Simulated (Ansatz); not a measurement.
# SnWO4 (Pnna): a band-gap study from r2SCAN to G0W0 at the band limit, part 2 of 3

Wanted: the gap of SnWO4 (Pnna) by functionals, hybrids and G0W0, carried to the basis limit, with what remains uncertain.

Ansatz 0.2.0; density functionals, hybrids, G0W0, plane waves, PAW. Known limits of the many-body steps: not at the basis limit; no spin-orbit coupling; coarse k mesh.

So far. Step 5 (HSE06): The gap stands +0.57 eV against r2SCAN. Step 6 (PBE0): The gap stands +1.29 eV against r2SCAN.

In doubt: masses and optical values from hybrid runs of this build are listed as unsure (step 12), which bears on the screening that GW takes from such a start.

### 7. Dielectric tensor

The response to a uniform field gives ε∞, a yardstick for the screening that GW builds on its mesh.

This step: dielectric response by perturbation theory, r2SCAN, plane waves, PAW.

The input, input.yaml:

```yaml
crystal:
  lattice:
    - [5.627, 0.0, 0.0]
    - [0.0, 11.6486, 0.0]
    - [0.0, 0.0, 4.9973]
  atoms:
    - { symbol: Sn, position: [0.25, 0.0, 0.2196] }
    - { symbol: Sn, position: [0.25, 0.5, 0.2804] }
    - { symbol: Sn, position: [0.75, 0.0, 0.7804] }
    - { symbol: Sn, position: [0.75, 0.5, 0.7196] }
    - { symbol: W, position: [0.6677, 0.25, 0.25] }
    - { symbol: W, position: [0.8323, 0.75, 0.25] }
    - { symbol: W, position: [0.3323, 0.75, 0.75] }
    - { symbol: W, position: [0.1677, 0.25, 0.75] }
    - { symbol: O, position: [0.3765, 0.2987, 0.9988] }
    - { symbol: O, position: [0.1235, 0.7013, 0.9988] }
    - { symbol: O, position: [0.3765, 0.2013, 0.5012] }
    - { symbol: O, position: [0.1235, 0.7987, 0.5012] }
    - { symbol: O, position: [0.6235, 0.7013, 0.0012] }
    - { symbol: O, position: [0.8765, 0.2987, 0.0012] }
    - { symbol: O, position: [0.6235, 0.7987, 0.4988] }
    - { symbol: O, position: [0.8765, 0.2013, 0.4988] }
    - { symbol: O, position: [0.1019, 0.3961, 0.6037] }
    - { symbol: O, position: [0.3981, 0.6039, 0.6037] }
    - { symbol: O, position: [0.1019, 0.1039, 0.8963] }
    - { symbol: O, position: [0.3981, 0.8961, 0.8963] }
    - { symbol: O, position: [0.8981, 0.6039, 0.3963] }
    - { symbol: O, position: [0.6019, 0.3961, 0.3963] }
    - { symbol: O, position: [0.8981, 0.8961, 0.1037] }
    - { symbol: O, position: [0.6019, 0.1039, 0.1037] }
kpoints:
  mp_grid: { grid: [4, 2, 4] }
hamiltonian:
  xc: r2scan
scf:
  occupations: { method: fixed }
dielectric: {}
```

Command:

```console
> ansatz run input.yaml --threads 24 --pin off --max-ram 82944MiB --backend cuda --events-out ev --progress --plain --runs-dir out --devices 1 --max-vram 78GiB
```

Numbers of over 12 decimals in the logs are rounded to 6 here.

The log of the run:

```text
GPUs: using 1 of 1 available (devices: 1).
[...]
Crystal: 24 atoms, lattice volume = 327.556 Å³
Basis set: ecut = 500 eV, 8317 PW (Γ), exchange–correlation on 192×360×160 points (64 copies of the dense FFT grid, shifted against one another)
Bands: 128, of which v1, the nominal top of the filled ones, is band 104 counted from 1 (103 counted from 0)
Symmetry: 8 space group operations
k-points: 20 of 32 (irreducible under 1 space group operation, time reversal used)
[...]
SCF iter   1: F=—  HF=-74847.701037 eV  |F-HF|=—  |Δ(HF+E_count)|=         —  Δρ=1.14e-2  dr2=5.25e-1  dr2_τ=1.43e0  ethr=1.77e-3  ⟨swp⟩=5.0  Hψ=8325  notcnv=0  defer=433
[...]
SCF iter   2: F=—  HF=-74847.978145 eV  |F-HF|=—  |Δ(HF+E_count)|=   2.77e-1  Δρ=6.14e-3  dr2=4.95e-2  dr2_τ=3.80e-2  ethr=2.53e-4  ⟨swp⟩=2.0  Hψ=4366  notcnv=0  defer=432
[...]
SCF iter  11: F=-74847.982753 eV  HF=-74847.982753 eV  |F-HF|=2.91e-11  |Δ(HF+E_count)|=  1.75e-10  Δρ=1.34e-7  dr2=6.84e-11  dr2_τ=9.73e-12  ethr=1.00e-12  ⟨swp⟩=10.7  Hψ=10601  notcnv=0
SCF 1 converged in 11 iterations: F = -74847.982753 eV  dr2 = 6.84e-11
[...]
the response reads at least the filled bands of the reference SCF and the lowest empty band at each k-point, and that SCF's band table does not vouch for those bands. The notice of the band table in this run's record says why
[...]
DFPT response loops at Γ: preconditioner auto → Resta (q_TF=auto, 2.529 Å⁻¹)  ε∞=6.3 (no band partly filled); β = 1.00, the filter's whole step (`scf.mixing.beta` (0.50) is not read by the response loops at its default; to damp them type it under 1.00, their step now; it binds the ground state too); Broyden in place of MSR1
── the response to a field inside a basis, on 8×4×8 k-points: an SCF that follows is theirs, and a resumed run solves both again ──
[...]
Bands: 105, of which v1, the nominal top of the filled ones, is band 104 counted from 1 (103 counted from 0)
k-points: 32 of 256
[...]
Eigensolver: Dense (32 Hₖ)
[...]
SCF 1 converged in 5 iterations: F = -74847.497390 eV  dr2 = 7.13e-8
[...]
SCF converged after 11 iterations
[...]
--- Dielectric response (ions clamped): 3 representative field directions + reference, inside a basis on a mesh of 256 k-points (Σ response iterations 21) ---
  ε∞ (high-frequency dielectric tensor):
        6.015806     0.000000     0.000000
        0.000000     7.318088     0.000000
        0.000000     0.000000     6.184721
  Born effective charges Z* (e; rows j = field, columns β = displacement):
    site 0:
         3.25946    0.11420    0.00000
         0.82940    4.49296    0.00000
         0.00000    0.00000    3.43030
    site 1:
         3.25946   -0.11420    0.00000
        -0.82940    4.49296    0.00000
[...]
site 2:
[...]
site 3:
[...]
site 4:
[...]
site 5:
[...]
site 6:
[...]
site 7:
[...]
site 20:
[...]
site 21:
[...]
site 22:
[...]
-0.25964    1.46207   -2.37886
    site 23:
        -2.17817   -0.35284    0.70418
        -0.92325   -4.65584   -1.79628
         0.25964   -1.46207   -2.37886
  Z* charge neutrality: 2.086e-2 e pre-enforcement
  solved inside a basis spanned on kpoints, on 8×4×8 k-points, taken by the longest dipole's decay: ε∞ is read to err by 3.4e-2, Z* by 8.7e-2 e (field_mesh: kpoints solves on kpoints); Z* is corrected for what the basis lacks
```

Wall time 33 s (1 × NVIDIA GB200 (shared by 2 runs) with 24 threads of Arm Neoverse V2, shared host); peak memory 8.2 GiB; 5.8 min of CPU time.

Numbers from this step:

- stated error of ε∞: 0.034

One over ε∞ averages 0.15, under the quarter of exact exchange in PBE0, which by this rule of thumb may open the gap too far.

High-frequency dielectric tensor:

```
6.02 0.00 0.00
0.00 7.32 0.00
0.00 0.00 6.18
```

### 8. G0W0, 2×2×4 mesh, 160 empty bands, screening to 36 eV

Now the one-shot GW correction: screening in the RPA, then the self-energy of the levels asked for.

This step: G0W0 on r2SCAN, plane waves, PAW.

input.yaml: that of step 7 with these lines changed.

```diff
@@ -31,3 +31,3 @@
 kpoints:
-  mp_grid: { grid: [4, 2, 4] }
+  mp_grid: { grid: [2, 2, 4] }
 hamiltonian:
@@ -36,2 +36,7 @@
   occupations: { method: fixed }
-dielectric: {}
+gw:
+  n_empty_bands: 160
+  ecut_chi: 36
+  qp_bands: [v4, c4]
+  qp_kpoints: band_edges
+  screening: { model: contour_deformation }
```

The log of the run:

```text
GPUs: using 1 of 1 available (devices: 1).
[...]
Crystal: 24 atoms, lattice volume = 327.556 Å³
Basis set: ecut = 500 eV, 8317 PW (Γ), exchange–correlation on 180×360×160 points (64 copies of the dense FFT grid, shifted against one another)
Bands: 128, of which v1, the nominal top of the filled ones, is band 104 counted from 1 (103 counted from 0)
Symmetry: 8 space group operations
[...]
k-points: 12 of 16
[...]
4   106     10.6153   -15.6681    -3.7478   -20.7739  0.7738    12.0315    11.9732  root
     4   107     11.3047   -15.8024    -3.6146   -20.7617  0.7694    12.7046    12.6495  root
[...]
11   105     10.9976   -15.8297    -3.6037   -20.7897  0.7742    12.4035    12.3539  root
    11   106     10.9976   -15.8297    -3.6037   -20.7897  0.7742    12.4035    12.3539  root
    11   107     11.2893   -16.3215    -3.5752   -21.2782  0.7659    12.7296    12.6708  root
    11   108     11.2893   -16.3215    -3.5752   -21.2782  0.7659    12.7296    12.6708  root
[key lines of the parts left out:]
SCF converged after 9 iterations
```

Run time: 17 s. Hardware: 1 × NVIDIA GB200 (shared by 2 runs) with 24 threads; peak memory 2.7 GiB.

Numbers from this step:

* bands summed: 264
* RPA ε∞ on this mesh (eigenvalues): 5.623, 5.853, 6.869
* plane waves in the screening matrix: 167
* G0W0 gap on the mesh: 2.564 eV
* k of the valence top: 0, 0, 0.25
* k of the conduction bottom: 0, 0, 0
* starting gap on the mesh: 1.507 eV
* least direct G0W0 gap on the computed points: 2.618 eV

The gap on the mesh goes from 1.51 eV to 2.56 eV, a correction of +1.06 eV. Between the two edge states, bare exchange in place of the xc potential would open the gap by 7.05 eV, and correlation takes back 6.00 eV.

### 9. G0W0, 2×2×4 mesh, 454 empty bands, screening to 72 eV

Another rung: the empty bands reach about as high as the screening cutoff, so the two stay in balance.

input.yaml: that of step 8 with these lines changed.

```diff
@@ -37,4 +37,4 @@
 gw:
-  n_empty_bands: 160
-  ecut_chi: 36
+  n_empty_bands: 454
+  ecut_chi: 72
   qp_bands: [v4, c4]
```

The log of the run:

```text
GPUs: using 1 of 1 available (devices: 1).
[...]
Crystal: 24 atoms, lattice volume = 327.556 Å³
Basis set: ecut = 500 eV, 8317 PW (Γ), exchange–correlation on 180×360×160 points (64 copies of the dense FFT grid, shifted against one another)
Bands: 128, of which v1, the nominal top of the filled ones, is band 104 counted from 1 (103 counted from 0)
Symmetry: 8 space group operations
[...]
k-points: 12 of 16
[...]
4   106     10.6153   -15.6681    -4.0572   -20.7739  0.7694    11.6887    11.6639  root
     4   107     11.3047   -15.8024    -3.9189   -20.7617  0.7637    12.3715    12.3451  root
[...]
11   105     10.9976   -15.8297    -3.9228   -20.7897  0.7689    12.0584    12.0348  root
    11   106     10.9976   -15.8297    -3.9228   -20.7897  0.7689    12.0584    12.0348  root
    11   107     11.2893   -16.3215    -3.8609   -21.2782  0.7598    12.4169    12.3851  root
    11   108     11.2893   -16.3215    -3.8609   -21.2782  0.7598    12.4169    12.3851  root
[key lines of the parts left out:]
SCF converged after 9 iterations
```

Wall time 22 s (1 × NVIDIA GB200 (shared by 2 runs) with 24 threads); peak memory 4.2 GiB; 73 s of CPU time.

This step gave:

```yaml
bands_summed: 558
rpa_eps_infinity_on_this_mesh_eigenvalues: 5.610, 5.828, 6.845
plane_waves_in_the_screening_matrix: 461
g0w0_gap_on_the_mesh: 2.588 eV
k_of_the_valence_top: 0, 0, 0.25
k_of_the_conduction_bottom: 0, 0, 0
starting_gap_on_the_mesh: 1.507 eV
least_direct_g0w0_gap_on_the_computed_points: 2.650 eV
```

Against the run with 2×2×4 mesh, 160 empty bands, screening to 36 eV, the gap moves by +0.02 eV.

### 10. G0W0, 2×2×4 mesh, 977 empty bands, screening to 120 eV

input.yaml: that of step 9 with these lines changed.

```diff
@@ -37,4 +37,4 @@
 gw:
-  n_empty_bands: 454
-  ecut_chi: 72
+  n_empty_bands: 977
+  ecut_chi: 120.0
   qp_bands: [v4, c4]
```

The log of the run:

```text
GPUs: using 1 of 1 available (devices: 1).
[...]
Crystal: 24 atoms, lattice volume = 327.556 Å³
Basis set: ecut = 500 eV, 8317 PW (Γ), exchange–correlation on 180×360×160 points (64 copies of the dense FFT grid, shifted against one another)
Bands: 128, of which v1, the nominal top of the filled ones, is band 104 counted from 1 (103 counted from 0)
Symmetry: 8 space group operations
[...]
k-points: 12 of 16
[...]
SCF iter   1: F=—  HF=-74847.688828 eV  |F-HF|=—  |Δ(HF+E_count)|=         —  Δρ=1.15e-2  dr2=5.29e-1  dr2_τ=1.43e0  ethr=1.77e-3  ⟨swp⟩=5.0  Hψ=5063  notcnv=0  defer=257
[...]
SCF iter   9: F=-74847.968243 eV  HF=-74847.968243 eV  |F-HF|=1.57e-9  |Δ(HF+E_count)|=   5.20e-8  Δρ=1.38e-6  dr2=6.42e-9  dr2_τ=7.93e-10  ethr=4.81e-11  ⟨swp⟩=10.4  Hψ=5787  notcnv=0
SCF 1 converged in 9 iterations: F = -74847.968243 eV  dr2 = 6.42e-9
[...]
SCF converged after 9 iterations
[...]
3   108     11.1976   -16.1261    -4.0319   -20.9513  0.7593    12.0044    11.9908  root
     4   101      7.9464   -21.4542     2.5871   -18.5980  0.7526     7.6757     7.6773  root
     4   102      7.9464   -21.4542     2.5871   -18.5980  0.7526     7.6757     7.6773  root
     4   103      8.8886   -20.4285     1.7974   -18.3599  0.7668     8.6161     8.6173  root
     4   104      8.8886   -20.4285     1.7974   -18.3599  0.7668     8.6161     8.6173  root
     4   105     10.6153   -15.6681    -4.3067   -20.7739  0.7651    11.4276    11.4143  root
     4   106     10.6153   -15.6681    -4.3067   -20.7739  0.7651    11.4276    11.4143  root
     4   107     11.3047   -15.8024    -4.1792   -20.7617  0.7586    12.0987    12.0848  root
     4   108     11.3047   -15.8024    -4.1792   -20.7617  0.7586    12.0987    12.0848  root
     5   101      8.3816   -20.3475     2.1450   -17.9390  0.7579     8.1168     8.1181  root
     5   102      8.3816   -20.3475     2.1450   -17.9390  0.7579     8.1168     8.1181  root
     5   103      8.4549   -20.4909     1.7687   -18.3690  0.7683     8.0995     8.1018  root
     5   104      8.4549   -20.4909     1.7687   -18.3690  0.7683     8.0995     8.1018  root
     5   105     11.2401   -15.3190    -4.4713   -20.5649  0.7589    12.0303    12.0147  root
     5   106     11.2401   -15.3190    -4.4713   -20.5649  0.7589    12.0303    12.0147  root
     5   107     11.3229   -16.0815    -4.4767   -21.3653  0.7547    12.1477    12.1301  root
     5   108     11.3229   -16.0815    -4.4767   -21.3653  0.7547    12.1477    12.1301  root
     6   101      8.2426   -20.9733     2.2526   -18.4375  0.7586     7.9579     7.9594  root
     6   102      8.2426   -20.9733     2.2526   -18.4375  0.7586     7.9579     7.9594  root
     6   103      8.3030   -20.3913     2.2014   -17.8961  0.7592     8.0076     8.0093  root
     6   104      8.3030   -20.3913     2.2014   -17.8961  0.7592     8.0076     8.0093  root
     6   105     11.2517   -15.0147    -4.3145   -20.0614  0.7637    11.9958    11.9839  root
     6   106     11.2517   -15.0147    -4.3145   -20.0614  0.7637    11.9958    11.9839  root
     6   107     11.4850   -15.6847    -4.5405   -21.0277  0.7527    12.3045    12.2874  root
[...]
11   101      8.3335   -19.5459     1.8759   -17.3149  0.7636     7.9759     7.9784  root
    11   102      8.3335   -19.5459     1.8759   -17.3149  0.7636     7.9759     7.9784  root
    11   103      8.6594   -20.7783     2.0140   -18.4927  0.7632     8.3865     8.3877  root
    11   104      8.6594   -20.7783     2.0140   -18.4927  0.7632     8.3865     8.3877  root
    11   105     10.9976   -15.8297    -4.1817   -20.7897  0.7642    11.7882    11.7759  root
    11   106     10.9976   -15.8297    -4.1817   -20.7897  0.7642    11.7882    11.7759  root
    11   107     11.2893   -16.3215    -4.1197   -21.2782  0.7548    12.1431    12.1263  root
    11   108     11.2893   -16.3215    -4.1197   -21.2782  0.7548    12.1431    12.1263  root
```

The job ended after 62 s (1 × NVIDIA GB200 (shared by 2 runs) with 24 threads; peak memory 6.8 GiB; 3.1 min of CPU time).

Numbers from this step:

- bands summed: 1081
- RPA ε∞ on this mesh (eigenvalues): 5.571, 5.779, 6.803
- plane waves in the screening matrix: 995
- q-points in the mesh: 16
- G0W0 gap on the mesh: 2.586 eV
- k of the valence top: 0, 0, 0.25
- k of the conduction bottom: 0, 0, 0
- starting gap on the mesh: 1.507 eV
- Z at the valence top: 0.7689
- Z at the conduction bottom: 0.7655
- least direct G0W0 gap on the computed points: 2.645 eV

Against the run with 2×2×4 mesh, 454 empty bands, screening to 72 eV, the gap moves by −0.002 eV.

Limits: finite bands, cutoff and mesh; no spin-orbit coupling; coarse k mesh. v1 is the top filled band, c1 the lowest empty one. Levels before and after the correction, in eV, zero at the valence-band top of each column:

```csv
,conduction bottom,valence top
Kohn-Sham,1.51,0.00
G0W0,2.59,0.00
```

```csv
,level,occupation,energy (eV)
Kohn-Sham,Γ v3,2,-0.627
Kohn-Sham,Γ v2,2,-0.139
Kohn-Sham,Γ v1,2,-0.094
Kohn-Sham,Γ c1,0,1.507
Kohn-Sham,Γ c2,0,1.545
Kohn-Sham,Γ c3,0,2.299
Kohn-Sham,(0 0 0.25) v3,2,-0.826
Kohn-Sham,(0 0 0.25) v2,2,-0.171
Kohn-Sham,(0 0 0.25) v1,2,0.000
Kohn-Sham,(0 0 0.25) c1,0,1.675
Kohn-Sham,(0 0 0.25) c2,0,1.701
Kohn-Sham,(0 0 0.25) c3,0,2.293
G0W0,Γ v3,2,-0.572
G0W0,Γ v2,2,-0.156
G0W0,Γ v1,2,-0.088
G0W0,Γ c1,0,2.586
G0W0,Γ c2,0,2.629
G0W0,Γ c3,0,3.397
G0W0,(0 0 0.25) v3,2,-0.814
G0W0,(0 0 0.25) v2,2,-0.177
G0W0,(0 0 0.25) v1,2,0.000
G0W0,(0 0 0.25) c1,0,2.758
G0W0,(0 0 0.25) c2,0,2.777
G0W0,(0 0 0.25) c3,0,3.360
```

The parts of the quasiparticle energy at the two band edges (eV; QP = start + Σx + Σc − Vxc):

```csv
run,edge,start,Σx,Σc,Vxc,Z,QP
264 bands,valence top,8.94,-20.27,2.32,-18.26,0.78,9.24
264 bands,conduction bottom,10.44,-15.60,-3.68,-20.64,0.77,11.80
558 bands,valence top,8.94,-20.27,1.99,-18.26,0.77,8.91
558 bands,conduction bottom,10.44,-15.60,-3.99,-20.64,0.77,11.49
1081 bands,valence top,8.94,-20.27,1.74,-18.26,0.77,8.66
1081 bands,conduction bottom,10.44,-15.60,-4.24,-20.64,0.77,11.24
```

### 11. G0W0@r2SCAN, 2×2×2 mesh, 454 empty bands, screening to 72 eV

A second mesh at equal bands and cutoff isolates the sampling error. Bands and cutoff differ from the step before, so it is read against an earlier run that matches them.

input.yaml: that of step 10 with these lines changed.

```diff
@@ -31,3 +31,3 @@
 kpoints:
-  mp_grid: { grid: [2, 2, 4] }
+  mp_grid: { grid: [2, 2, 2] }
 hamiltonian:
@@ -37,4 +37,4 @@
 gw:
-  n_empty_bands: 977
-  ecut_chi: 120.0
+  n_empty_bands: 454
+  ecut_chi: 72
   qp_bands: [v4, c4]
```

The log of the run:

```text
GPUs: using 1 of 1 available (devices: 1).
[...]
Crystal: 24 atoms, lattice volume = 327.556 Å³
Basis set: ecut = 500 eV, 8317 PW (Γ), exchange–correlation on 180×360×160 points (64 copies of the dense FFT grid, shifted against one another)
Bands: 128, of which v1, the nominal top of the filled ones, is band 104 counted from 1 (103 counted from 0)
Symmetry: 8 space group operations
[...]
k-points: 8
[...]
1   106     11.1888   -15.4131    -4.2387   -20.6852  0.7649    12.2480    12.2222  root
     1   107     11.3396   -15.8809    -4.2081   -21.1542  0.7618    12.4342    12.4049  root
[...]
7   105     10.9979   -15.8020    -3.9435   -20.7889  0.7688    12.0645    12.0412  root
     7   106     10.9979   -15.8020    -3.9435   -20.7889  0.7688    12.0645    12.0412  root
     7   107     11.2895   -16.2822    -3.8942   -21.2777  0.7594    12.4220    12.3908  root
     7   108     11.2895   -16.2822    -3.8942   -21.2777  0.7594    12.4220    12.3908  root
[key lines of the parts left out:]
SCF converged after 9 iterations
```

Wall time 8.6 s (1 × NVIDIA GB200 (shared by 2 runs) with 24 threads); peak memory 3.4 GiB; 28 s of CPU time.

This step gave:

| Item | Value |
| --- | --- |
| bands summed | 558 |
| RPA ε∞ on this mesh (eigenvalues) | 5.388, 5.750, 6.893 |
| plane waves in the screening matrix | 461 |
| G0W0 gap on the mesh | 2.634 eV |
| k of the valence top | 0, -0.5, 0 |
| k of the conduction bottom | 0, 0, 0 |
| starting gap on the mesh | 1.548 eV |
| least direct G0W0 gap on the computed points | 2.657 eV |

Against the run with 2×2×4 mesh, 454 empty bands, screening to 72 eV, the gap moves by +0.05 eV, while the start moved by +0.04 eV. A band edge is found at another k point on this mesh.

### 12. G0W0@HSE06, 2×2×4 mesh, 454 empty bands, screening to 72 eV

The same correction from a different start measures what one shot leaves open.

This step: G0W0 on HSE06, plane waves, PAW.

input.yaml: that of step 11 with these lines changed.

```diff
@@ -31,5 +31,5 @@
 kpoints:
-  mp_grid: { grid: [2, 2, 2] }
+  mp_grid: { grid: [2, 2, 4] }
 hamiltonian:
-  xc: r2scan
+  xc: hse06
 scf:
```

The log of the run:

```text
GPUs: using 1 of 1 available (devices: 1).
[...]
Crystal: 24 atoms, lattice volume = 327.556 Å³
Basis set: ecut = 420 eV, 6429 PW (Γ)
Bands: 128, of which v1, the nominal top of the filled ones, is band 104 counted from 1 (103 counted from 0)
Symmetry: 8 space group operations
[...]
k-points: 12 of 16
[...]
3   106     10.7475   -15.1302    -3.8625   -19.7861  0.7940    11.5500    11.5409  root *
     3   107     11.5030   -15.6000    -3.6631   -20.0672  0.7903    12.3167    12.3072  root *
     3   108     11.5030   -15.6000    -3.6631   -20.0672  0.7903    12.3167    12.3072  root *
[...]
11   105     11.2976   -15.3019    -3.8049   -19.8853  0.7941    12.0847    12.0760  root
    11   106     11.2976   -15.3019    -3.8049   -19.8853  0.7941    12.0847    12.0760  root
    11   107     11.6156   -15.8256    -3.7344   -20.3933  0.7864    12.4600    12.4488  root
    11   108     11.6156   -15.8256    -3.7344   -20.3933  0.7864    12.4600    12.4488  root
```

Wall time 63 s (1 × NVIDIA GB200 (shared by 2 runs) with 24 threads); peak memory 4.1 GiB; 3.9 min of CPU time.

This step gave:

```
bands summed                                 : 558
RPA ε∞ on this mesh (eigenvalues)            : 4.802, 4.994, 5.743
plane waves in the screening matrix          : 461
G0W0 gap on the mesh                         : 2.774 eV
k of the valence top                         : 0, 0, 0.25
k of the conduction bottom                   : 0, 0, 0
starting gap on the mesh                     : 2.084 eV
least direct G0W0 gap on the computed points : 2.840 eV
```

Against the run with 2×2×4 mesh, 454 empty bands, screening to 72 eV on r2SCAN, the gap moves by +0.19 eV, while the start moved by +0.58 eV.

[end of part 2 of 3]

[Paths, hosts, dates, memory and timing lines, banners, echoed tables and standing remarks are left out of the program output.]

[Logs are printed without paths, hosts, clocks, repeated set-up lines and the standing remarks that a program may print on its own settings, such as how far it seeks lower states.]

[Runs of the session that timed out or met a known fault of the program may be left out.]

[Cells called generated may have been cut or substituted from an entry of the Crystallography Open Database or the Materials Project.]

[Hosts, paths, dates, database ids (printed as entryN), source tags and the programs' standing remarks are cut or masked in the printed files.]
